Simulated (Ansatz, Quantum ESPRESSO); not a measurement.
# Complex bands of KBr, rock salt type, lattice constant set to 6.834 Å, part 3 of 3

Wanted: the complex band structure of KBr, rock salt type, lattice constant set to 6.834 Å, as for a tunnel barrier.

Quantum ESPRESSO 7.5; plane-wave DFT, PBE, GBRV ultrasoft pseudopotentials; cross-check by Ansatz 0.2.0 with PAW datasets.

So far. Step 2 (Self-consistent run): The run needed 11 iterations to bring the estimated error under 1e-09 Ry.

**4. Complex band structure, with nz1 = 3**

Level of this step: complex band structure by pwcond; plane-wave DFT, PBE, GBRV ultrasoft pseudopotentials (Quantum ESPRESSO).

How much does a setting matter? One run is repeated with a change.

cbs.w.in reads:

```
&inputcond
  outdir = './out'
  prefixl = 'scf'
  band_file = 'cbs.w'
  ikind = 0
  ewind = 4.0
  epsproj = 1e-05
  nz1 = 3
  energy0 = 6.9
  denergy = -0.23
/
4
  0.00000000 0.00000000 1.00000000
  0.50000000 0.00000000 1.00000000
  0.50000000 0.50000000 1.00000000
  0.25000000 0.00000000 1.00000000
40
```

On the command line:

```sh
$ OMP_NUM_THREADS=1 mpirun -n 2 pwcond.x -in cbs.w.in > cbs.w.out
```

Numbers of over 12 decimals in the logs are rounded to 6 here.

Log:

```text
[banner, memory and clock lines left out]
Program PWCOND v.7.5 starts
[citation notice left out]

[...]
./out/scf.save/

     IMPORTANT: XC functional enforced from input :
     Exchange-correlation= PBE
                           (   1   4   3   4   0   0   0)
     Any further DFT definition will be discarded
     Please, verify this is what you really want

     Reading collected, re-writing distributed wavefunctions

===== INPUT FILE containing the left lead =====

     GEOMETRY:

     lattice parameter (alat)  =       9.1319  a.u.
     the volume                =    1076.9401 (a.u.)^3
     the cross section         =      83.3907 (a.u.)^2
     l of the unit cell        =       1.4142 (alat)
     number of atoms/cell      =            4
     number of atomic types    =            2

     crystal axes: (cart. coord. in units of alat)
               a(1) = (  1.0000  0.0000  0.0000 )
               a(2) = (  0.0000  1.0000  0.0000 )
               a(3) = (  0.0000  0.0000  1.4142 )

   Cartesian axes

     site n.     atom                  positions (alat units)
          1        K      tau(  1)=(  0.0000  0.0000  1.4142  )
          2        Br     tau(  2)=(  0.5000  0.5000  1.4142  )
          3        K      tau(  3)=(  0.5000  0.5000  0.7071  )
          4        Br     tau(  4)=(  0.0000  0.0000  0.7071  )

     nr1s                      =           40
     nr2s                      =           40
     nr3s                      =           54
     nr1sx                     =           40
     nr2sx                     =           40
     nr3sx                     =           54
     nr1                       =           45
     nr2                       =           45
     nr3                       =           60
     nr1x                      =           45
     nr2x                      =           45
     nr3x                      =           60

 _______________________________
  Radii of nonlocal spheres:

     type       ibeta     ang. mom.          radius (alat units)
       K          1         0                    0.2217
       K          2         0                    0.2217
       K          3         1                    0.2217
       K          4         1                    0.2217
       K          5         2                    0.2217
       K          6         2                    0.2217
       Br         1         0                    0.2203
       Br         2         0                    0.2203
       Br         3         1                    0.2203
       Br         4         1                    0.2203
       Br         5         2                    0.2203
       Br         6         2                    0.2203
----- General information -----

----- Complex band structure calculation -----

     nrx                       =           40
     nry                       =           40
     nz1                       =            3

     energy0               =         6.9E+00
     denergy               =        -2.3E-01
     nenergy               =         40
     ecut2d                =         4.0E+01
     ewind                 =         4.0E+00
     epsproj               =         1.0E-05

     number of k_|| points=    4
                       cryst. coord.
        k(    1) = (   0.0000000   0.0000000), wk =   0.2500000
        k(    2) = (   0.5000000   0.0000000), wk =   0.2500000
        k(    3) = (   0.5000000   0.5000000), wk =   0.2500000
        k(    4) = (   0.2500000   0.0000000), wk =   0.2500000
----- Information about left lead -----

     nocros                   =           36
     noins                    =           36
     norb                     =          108
     norbf                    =          108
     nrz                      =           54

      iorb      type   ibeta   ang. mom.   m       position (alat)
        1        1       1        0        1   taunew(   1)=(  0.0000  0.0000  0.0000)
        2        1       2        0        1   taunew(   2)=(  0.0000  0.0000  0.0000)
[...]
108        2       6        2        5   taunew( 108)=(  0.5000  0.5000  1.4142)
 ngper, shell number =          261          38
 ngper, n2d =          261         141
---  E-Ef =    6.9000000  k =    0.0000000   0.0000000
---  ie =          1  ik =          1
 Nchannels of the left tip =            1
 Right moving states:
   k1(2pi/a)   k2(2pi/a)   E-Ef (eV)
  -0.3690711  -0.0000000   6.9000000
 Left moving states:
   k1(2pi/a)   k2(2pi/a)   E-Ef (eV)
   0.3690711   0.0000000   6.9000000

---  E-Ef =    6.6700000  k =    0.0000000   0.0000000
---  ie =          2  ik =          1
 Nchannels of the left tip =            2
 Right moving states:
   k1(2pi/a)   k2(2pi/a)   E-Ef (eV)
  -0.1570596  -0.0000000   6.6700000
  -0.4607454  -0.0000000   6.6700000
 Left moving states:
   k1(2pi/a)   k2(2pi/a)   E-Ef (eV)
   0.1570598  -0.0000000   6.6700000
   0.4607454   0.0000000   6.6700000
[... further energies and points left out ...]
---  E-Ef =   -1.8400000  k =    0.2500000   0.0000000
---  ie =         39  ik =          4
 Nchannels of the left tip =            0
 Right moving states:
   k1(2pi/a)   k2(2pi/a)   E-Ef (eV)
 Left moving states:
   k1(2pi/a)   k2(2pi/a)   E-Ef (eV)

---  E-Ef =   -2.0700000  k =    0.2500000   0.0000000
---  ie =         40  ik =          4
 Nchannels of the left tip =            0
 Right moving states:
   k1(2pi/a)   k2(2pi/a)   E-Ef (eV)
 Left moving states:
   k1(2pi/a)   k2(2pi/a)   E-Ef (eV)

[...]
```

Wall time 4 min (2 MPI ranks of Arm Neoverse V2, shared host); peak memory 0.16 GiB; 7.9 min of CPU time.

The changed values were drawn from a wide range, not chosen for quality; the comparison shows what they did here together.

Beside the run it was changed from:

```csv
quantity,this run,unchanged run,difference
peak of the smallest κ at the zone centre (Å⁻¹),0.339,0.339,0
"peak of the smallest κ at (1/2, 0) (Å⁻¹)",0.641,0.641,0
"peak of the smallest κ at (1/2, 1/2) (Å⁻¹)",0.474,0.475,-0.0010
wall time (s),238,266,
```

The physical values in this table move by up to 0.21 %.

**5. Cross-check with Ansatz**

As a check, the same structure is run in Ansatz.

Level of this step: plane-wave DFT, PBE, Ansatz PAW (Ansatz 0.2.0).

input.yaml reads:

```yaml
crystal:
  lattice:
    - [4.8323677426, 0.0, 0.0]
    - [0.0, 4.8323677426, 0.0]
    - [0.0, 0.0, 6.834]
  atoms:
    - { symbol: K, position: [0.0, 0.0, 0.0] }
    - { symbol: Br, position: [0.5, 0.5, 0.0] }
    - { symbol: K, position: [0.5, 0.5, 0.5] }
    - { symbol: Br, position: [0.0, 0.0, 0.5] }
kpoints:
  mp_grid: { grid: [6, 6, 4] }
hamiltonian:
  xc: pbe
scf:
  occupations: { method: fixed }
  convergence: { dr2_threshold: 1.0e-09 }
output:
  transmission:
    leads: [[0, 0]]
    kpoints: [[0, 0], [0.5, 0], [0.5, 0.5], [0.25, 0]]
    e_range: [-2.07, 6.9]
    de: 0.23
```

On the command line:

```sh
$ ansatz run input.yaml --threads 2 --pin off --max-ram 4096MiB --backend cpu --events-out ev --progress --plain --runs-dir out
```

Log:

```text
Engine: ansatz 0.2.0, aarch64-unknown-linux-gnu
Pseudopotentials: kind: paw
Pseudopotential: K, paw, valence charge 9, recommended cutoff 420 eV (normal), K.paw.azcp
Pseudopotential: Br, paw, valence charge 7, recommended cutoff 420 eV (normal), Br.paw.azcp
Functional definition: PBE
  parameter kappa = 0.804
  parameter beta = 0.066725
  exchange = pbe_x(kappa = kappa, mu = beta*pi^2/3)
  correlation = pbe_c(beta = beta)
Crystal: 4 atoms, lattice volume = 159.586 Å³
Basis set: ecut = 420 eV, 3059 PW (Γ)
Bands: 20, of which v1, the nominal top of the filled ones, is band 16 counted from 1 (15 counted from 0)
Symmetry: 32 space group operations
Space group: Fm-3m (ITA 225), of the structure as read, at distance tolerance 5.4e-5 Å
k-points: 30 of 144
Non-local potential: K, projectors of the file, l = 0: 3, l = 1: 2, l = 2: 2
Non-local potential: Br, projectors of the file, l = 0: 2, l = 1: 2, l = 2: 2
PAW form: soft (Blöchl's): semilocal exchange-correlation on the pseudo side does not see the compensation charge
PAW one-centre angular grid: K, 110 points (default); XC on 64 Gauss nodes
PAW one-centre angular grid: Br, 110 points (default); XC on 64 Gauss nodes
Initial density: superposition of atomic densities (neutral atoms: chi_scale 0, normalization atom), corrected by the library's trained network
Initial wavefunctions: pseudopotential atomic-orbital guess
Functional: x = pbe(κ = 0.804, μ = 0.219515), c = pbe(β = 0.066725)
SCF iter   1: F=—  HF=-8648.988682 eV  |F-HF|=—  |Δ(HF+E_count)|=         —  Δρ=2.08e-4  dr2=7.26e-5  ethr=1.77e-3  ⟨swp⟩=5.5  Hψ=2620  notcnv=0  defer=54
preconditioner: auto → Resta (q_TF=auto, 2.087 Å⁻¹)  ε∞=2.3  [insulator: Δε(μ)=4.163 eV  Ē_g=13.591 eV  n_scr=28 (ndim 8)  ℏωp=15.6 eV  f_vac=0.091  ε∞_Penn≈2.3]
SCF iter   2: F=—  HF=-8648.988518 eV  |F-HF|=—  |Δ(HF+E_count)|=   1.63e-4  Δρ=1.31e-4  dr2=4.04e-5  ethr=2.27e-7  ⟨swp⟩=3.3  Hψ=1864  notcnv=0  defer=60
SCF iter   3: F=—  HF=-8648.988568 eV  |F-HF|=—  |Δ(HF+E_count)|=   4.99e-5  Δρ=1.19e-4  dr2=3.27e-5  ethr=1.26e-7  ⟨swp⟩=2.0  Hψ=1082  notcnv=0  defer=58
SCF iter   4: F=—  HF=-8648.988555 eV  |F-HF|=—  |Δ(HF+E_count)|=   1.28e-5  Δρ=2.95e-5  dr2=1.63e-6  ethr=1.02e-7  ⟨swp⟩=2.0  Hψ=788  notcnv=0  defer=46
SCF iter   5: F=—  HF=-8648.988559 eV  |F-HF|=—  |Δ(HF+E_count)|=   3.46e-6  Δρ=1.12e-5  dr2=3.29e-7  ethr=5.09e-9  ⟨swp⟩=2.0  Hψ=1020  notcnv=0  defer=34
SCF iter   6: F=—  HF=-8648.988559 eV  |F-HF|=—  |Δ(HF+E_count)|=   8.55e-8  Δρ=3.76e-6  dr2=3.80e-8  ethr=1.03e-9  ⟨swp⟩=2.0  Hψ=773  notcnv=0  defer=34
SCF iter   7: F=—  HF=-8648.988559 eV  |F-HF|=—  |Δ(HF+E_count)|=   1.20e-8  Δρ=7.94e-7  dr2=1.44e-9  ethr=1.19e-10  ⟨swp⟩=2.0  Hψ=794  notcnv=0  defer=34
SCF iter   8: F=-8648.988559 eV  HF=-8648.988559 eV  |F-HF|=1.27e-11  |Δ(HF+E_count)|=  4.97e-10  Δρ=1.10e-7  dr2=2.18e-11  ethr=3.13e-12  ⟨swp⟩=6.2  Hψ=2398  notcnv=0
SCF 1 converged in 8 iterations: F = -8648.988559 eV  dr2 = 2.18e-11
  greatest PAW one-centre occupation: 0.987 electrons in one spin orbital (limit 2), on the K atom at site 2 (counted from 0), in its partial waves of l = 0
transmission: 11 of 44 steps passed
transmission: 22 of 44 steps passed
transmission: 33 of 44 steps passed
transmission: 44 of 44 steps passed
SCF converged after 8 iterations
Free energy (F): -8648.988559 eV
Harris-Foulkes:  -8648.988559 eV  (|F-HF|=1.27e-11)
Internal energy: -8648.988559 eV  (E = F + TS)
E sigma→0 (E₀):  -8648.988559 eV
Fermi energy:    0.408877 eV
--- Per-component energies (eV) ---
  E_band       = -290.399423
  E_kinetic    = 774.712325
  E_local      = -1761.944484  (includes V_loc(G=0)·N_el)
  E_nonlocal   = 165.342887
  E_hartree    = 575.045571
  E_xc         = -800.282248
  E_vxc        = -537.991375  (∫ρ·V_xc dr)
  E_paw        = -6056.674842  (= ΣΔE_a)
  E_vpaw       = -80.609903  (= ΣTr[D̂ρ^β])
  E_aug_tail   = -0.000006  (compensation charges beyond the density's cutoff)
  E_ewald      = -1545.187762
  E_smearing   = -0.000000  (= −TS)
  E_closure    = -0.000000  (closes the sum)
  Σ components = -8648.988559   (vs F -8648.988559, Δ=0.00e0)
--- Band table (eV; the first three rows and the last of 30) ---
  k-point 0: bands = [... 12 lower, 0.1600, 0.4088, 0.4088, 0.4089, 4.5795, 6.3643, 7.2312, 7.9692]
  k-point 1: bands = [... 12 lower, 0.1899, 0.1899, 0.3650, 0.3650, 5.0239, 6.5252, 6.8519, 7.6058]
  k-point 2: bands = [... 12 lower, 0.2705, 0.2705, 0.2705, 0.2705, 5.9470, 5.9470, 6.9815, 6.9815]
  k-point 29: bands = [... 12 lower, -0.0956, -0.0956, -0.0293, -0.0293, 7.6618, 7.6618, 7.6618, 7.6618]
--- Transmission ---
  basis      : 213 plane waves across, 11 finite elements along
  points     : 4, as listed
  energies   : 40 from -2.070000 to 6.900000 eV about the Fermi level, 0.230000 eV apart; the leads are filled to 2.085309 eV, and channels, transmission and decay are at 2.070000 eV
  crystal 0  : K2Br2, at the sites [0, 0], period 6.8340 Å: whole cells are its period
    offset         : up to 0.0000 Å between an atom of the period and one for which it stands
    channels       : 0.000000e0 a spin
    conductance    : none, the energies end too early or step too widely for 300 K: set another output.transmission.e_range or a lower de, or, where they end at an eighth of basis.ecutwfc, a higher one
    slowest decay  : 0.3374 /Å at (0.0000, 0.0000)
```

The job ended after 45 s (2 threads; peak memory 0.62 GiB; 70 s of CPU time).

Read from the output:

```
free energy                                      : -8648.9886 eV
gap by band count                                : 4.171 eV
symmetry operations                              : 32
slowest decay at the grid energy nearest mid-gap : 0.3374 Å⁻¹
peak of the smallest κ at the zone centre        : 0.3391 Å⁻¹
peak of the smallest κ at (1/2, 0)               : 0.6404 Å⁻¹
peak of the smallest κ at (1/2, 1/2)             : 0.4745 Å⁻¹
peak of the smallest κ at (1/4, 0)               : 0.4304 Å⁻¹
valence top, on the run's zero                   : 0.4089 eV
```

K across = (0, 0) in the cell's reciprocal vectors; values within 0.0025 1/Å of each other count once, columns are sorted by size at each energy, a dash where no further value was kept. Table of Im kz of the slowest decaying states by energy, zero at the highest filled level of the SCF mesh:

```csv
energy (eV),decay 1 (Å⁻¹),decay 2 (Å⁻¹),decay 3 (Å⁻¹)
-2.07,0.556,1.11,1.49
-1.84,0.527,1.08,1.47
-1.38,0.451,1.01,1.43
-1.15,0.397,0.971,1.41
-0.92,0.316,0.921,1.39
-0.46,0.385,0.600,0.926
-0.23,0.446,0.996,1.32
0.00,0.0019,0.0111,0.482
0.46,0.246,0.524,0.536
0.69,0.282,0.537,0.596
0.92,0.306,0.547,0.635
1.38,0.332,0.559,0.678
1.61,0.337,0.562,0.689
1.84,0.339,0.564,0.696
2.30,0.332,0.563,0.699
2.53,0.324,0.561,0.697
2.99,0.296,0.554,0.687
3.22,0.275,0.549,0.679
3.45,0.248,0.543,0.670
3.91,0.159,0.529,0.647
4.14,0.0563,0.520,0.633
4.37,0.510,0.618,0.694
4.83,0.488,0.582,0.589
5.06,0.475,0.527,0.562
5.29,0.457,0.461,0.541
5.75,0.257,0.428,0.491
5.98,0.409,0.462,0.564
6.21,0.387,0.431,0.533
6.67,0.331,0.355,0.469
6.90,0.109,0.287,0.308
```

K across = (0, 0) in the cell's reciprocal vectors. Table of Re kz of states that move upwards by energy, zero at the highest filled level of the SCF mesh:

```csv
energy (eV),channel 1 (Å⁻¹),channel 2 (Å⁻¹),channel 3 (Å⁻¹)
-2.07,-,-,-
-1.84,-,-,-
-1.38,-,-,-
-1.15,-,-,-
-0.92,-,-,-
-0.46,-0.364,-,-
-0.23,-0.225,0.182,0.182
0.00,-,-,-
0.46,-,-,-
0.69,-,-,-
0.92,-,-,-
1.38,-,-,-
1.61,-,-,-
1.84,-,-,-
2.30,-,-,-
2.53,-,-,-
2.99,-,-,-
3.22,-,-,-
3.45,-,-,-
3.91,-,-,-
4.14,-,-,-
4.37,0.149,-,-
4.83,0.289,-,-
5.06,0.346,-,-
5.29,0.401,-,-
5.75,-0.410,-,-
5.98,-0.354,0.0893,-
6.21,-0.296,0.290,-
6.67,-0.422,-0.146,-
6.90,-0.338,-,-
```

K across = (1/2, 0) in the cell's reciprocal vectors; values within 0.0025 1/Å of each other count once, columns are sorted by size at each energy, a dash where no further value was kept. Im kz of the slowest decaying states against energy, zero at the highest filled level of the SCF mesh:

```csv
energy (eV),decay 1 (Å⁻¹),decay 2 (Å⁻¹),decay 3 (Å⁻¹)
-2.07,0.516,1.07,1.09
-1.84,0.476,1.05,1.05
-1.38,0.358,0.981,-
-1.15,0.249,0.936,0.945
-0.92,0.881,0.902,-
-0.46,0.187,0.684,0.777
-0.23,0.213,0.354,0.647
0.00,0.561,0.689,-
0.46,0.640,0.813,1.49
0.69,0.587,0.735,0.840
0.92,0.576,0.775,0.858
1.38,0.572,0.814,0.877
1.61,0.571,0.825,0.881
1.84,0.570,0.831,0.882
2.30,0.567,0.837,0.879
2.53,0.565,0.837,0.876
2.99,0.558,0.834,0.864
3.22,0.554,0.831,0.856
3.45,0.548,0.829,0.847
3.91,0.536,0.826,1.03
4.14,0.530,0.814,0.833
4.37,0.522,0.801,0.877
4.83,0.506,0.772,0.818
5.06,0.498,0.756,0.784
5.29,0.491,0.739,0.746
5.75,0.481,0.651,0.701
5.98,0.481,0.586,0.680
6.21,0.391,0.482,0.596
6.67,0.170,0.465,0.607
6.90,0.183,0.446,0.579
```

K across = (1/2, 1/2) in the cell's reciprocal vectors; values within 0.0025 1/Å of each other count once, columns are sorted by size at each energy, a dash where no further value was kept. The Im kz of the slowest decaying states by energy, zero at the highest filled level of the SCF mesh:

```csv
energy (eV),decay 1 (Å⁻¹),decay 2 (Å⁻¹),decay 3 (Å⁻¹)
-2.07,0.575,1.07,-
-1.84,0.549,1.03,-
-1.61,0.518,0.993,-
-1.38,0.483,0.780,1.11
-1.15,0.439,0.626,1.15
-0.92,0.383,0.440,1.17
-0.69,0.299,1.19,-
-0.46,0.0999,1.20,-
-0.23,0.0887,0.104,1.21
0.00,0.276,0.339,1.21
0.46,0.385,0.485,1.22
0.69,0.413,0.521,1.22
0.92,0.432,0.544,1.22
1.15,0.447,0.560,1.22
1.38,0.458,0.571,1.22
1.61,0.465,0.576,1.21
1.84,0.470,0.578,1.21
2.07,0.473,0.577,1.20
2.30,0.474,0.573,1.20
2.53,0.474,0.566,1.19
2.76,0.472,0.557,1.19
2.99,0.469,0.547,1.18
3.22,0.464,0.534,1.17
3.45,0.458,0.519,1.17
3.68,0.451,0.502,1.16
3.91,0.442,0.482,1.15
4.14,0.432,0.460,1.14
4.37,0.421,0.436,1.13
4.83,0.376,0.393,1.09
5.06,0.339,0.376,1.06
5.29,0.296,0.357,1.03
5.52,0.242,0.336,0.995
5.75,0.168,0.310,0.960
5.98,0.281,0.925,1.05
6.21,0.245,0.888,1.04
6.44,0.198,0.849,1.02
6.67,0.128,0.808,1.01
6.90,0.765,0.994,1.12
```

K across = (1/4, 0) in the cell's reciprocal vectors; values within 0.0025 1/Å of each other count once, columns are sorted by size at each energy, a dash where no further value was kept. The Im kz of the slowest decaying states by energy, zero at the highest filled level of the SCF mesh:

```csv
energy (eV),decay 1 (Å⁻¹),decay 2 (Å⁻¹),decay 3 (Å⁻¹)
-2.07,0.538,1.09,1.10
-1.61,0.464,1.03,-
-1.15,0.342,0.954,0.961
-0.69,0.832,0.864,1.45
-0.46,0.726,0.803,1.42
0.00,0.288,0.358,0.586
0.46,0.371,0.567,0.624
0.92,0.406,0.573,0.656
1.38,0.424,0.578,0.694
1.84,0.430,0.579,0.709
2.30,0.428,0.576,0.710
2.53,0.423,0.573,0.707
2.99,0.407,0.565,0.693
3.45,0.381,0.554,0.673
3.91,0.342,0.539,0.645
4.37,0.279,0.521,0.611
4.83,0.158,0.499,0.570
5.29,0.473,0.522,0.597
5.52,0.458,0.495,0.575
5.98,0.424,0.436,0.509
6.44,0.260,0.365,0.384
6.90,0.114,0.263,0.334
```

**6. By hand**

T falls as exp(−2κd). With κ = 0.338 1/Å, 10 Å of barrier pass exp(−2 × 0.338 × 10) = 0.0012 of that channel, interfaces aside.

**7. Summary of results**

| Item | Value |
| --- | --- |
| gap on the SCF mesh | 4.17 eV |
| smallest κ at mid-gap among the four k points, at the zone centre | 0.338 Å⁻¹ |
| peak of the smallest κ in the stop band at the zone centre | 0.339 Å⁻¹ |
| peak of the smallest κ in the stop band at (1/2, 0) | 0.641 Å⁻¹ |
| peak of the smallest κ in the stop band at (1/2, 1/2) | 0.475 Å⁻¹ |
| peak of the smallest κ in the stop band at (1/4, 0) | 0.431 Å⁻¹ |
| energy of the peak at the zone centre, over the highest filled level | 1.84 eV |
| peak at the zone centre by Ansatz | 0.339 Å⁻¹ |

In words: With a gap of 4.17 eV on the mesh, the smallest κ at mid-gap among the four k points, at the zone centre is 0.338 Å⁻¹ (PBE, GBRV ultrasoft). For a barrier with the Fermi level at mid-gap the slowest state found, at the zone centre, loses a factor of ten in probability every 3.4 Å or so. Stop bands away from the zone centre are mostly wider than the gap, so their peaks can lie above the conduction bottom. At the zone centre pwcond's peak is 0.339 and Ansatz's 0.339 1/Å, 0 % apart. The cell is the a/√2 one, turned by 45°, with two primitive cells, so X along [001] folds onto kz = 0. A semilocal gap is too small, often by a third to a half and by more in narrow-gap crystals, so real barriers decay faster. Spin-orbit coupling is left out; depending on the atoms that carry the levels of interest, it can split and shift them by tens to hundreds of meV.

[Logs are printed without paths, hosts, clocks, repeated set-up lines and the standing remarks that a program may print on its own settings, such as how far it seeks lower states.]

[Hosts, paths, dates, database ids (printed as entryN), source tags and the programs' standing remarks are cut or masked in the printed files.]

[Maps of the electrostatic potential energy from Ansatz leave out the sawtooth potential of an applied field or a dipole correction, so their vacuum need not be flat; planar profiles and work functions include it.]
